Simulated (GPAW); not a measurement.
# The K K excitation threshold of KTaO3 (Pm-3m) under uniform strain

For each volume the threshold was computed as E(hole) − E(ground) plus the lowest empty eigenvalue of the hole cell (GPAW, revPBE, 10-atom cell, total energies on 4×4×4 k points, the eigenvalue on 6×6×6, hole spin-paired, without spin-orbit coupling). The values are raw, 20 eV above the value with the free atom's term for the hole's spin taken off; only their change is used. The threshold is the spectrum's zero, where absorption may be weak, not the visible edge.

| volume | ln(V/V₀) | threshold (eV) |
| --- | --- | --- |
| V × 0.94 | -0.06188 | 3621.959 |
| V × 0.97 | -0.03046 | 3621.987 |
| V × 1 | +0.00000 | ? |
| V × 1.03 | +0.02956 | 3622.033 |
| V × 1.06 | +0.05827 | 3622.052 |

**Question.** Fit a straight line in ln(V/V₀), give its slope, and predict the threshold at V × 1.

The means of the given rows are x̄ = -0.00113 and Ē = 3622.008 eV. Σ(x − x̄)(E − Ē) = 0.006974 and Σ(x − x̄)² = 0.009021, so the slope is +0.77 eV, and the line passes the given rows within 0.002 eV. At x = +0.00000 it gives 3622.008 + (+0.77) × (+0.00113) = 3622.009 eV. The run gives 3622.010 eV, a miss of -0.001 eV over a total move of +0.093 eV. The slope is the clamped-ion volume deformation potential of the lowest empty level of the hole cell on this mesh (the hole may pull it below the band edge) against the K 1s level, with the hole's relaxation included: the threshold rises by 0.008 eV for 1 % of expansion. The charged cell's image error also scales with the cell's size and isn't taken out.

[Hosts, paths, dates, database ids (printed as entryN), source tags and the programs' standing remarks are cut or masked in the printed files.]

[Lists of maxima count a maximum above −3 eV only where it reaches 4 % of the highest in the window and stands out from its surroundings by 2 % of it (1.5 % where it reaches 55 %); shoulders and weaker maxima are passed over, and of the rest the first, up to two pre-edge ones and the few strongest are named.]
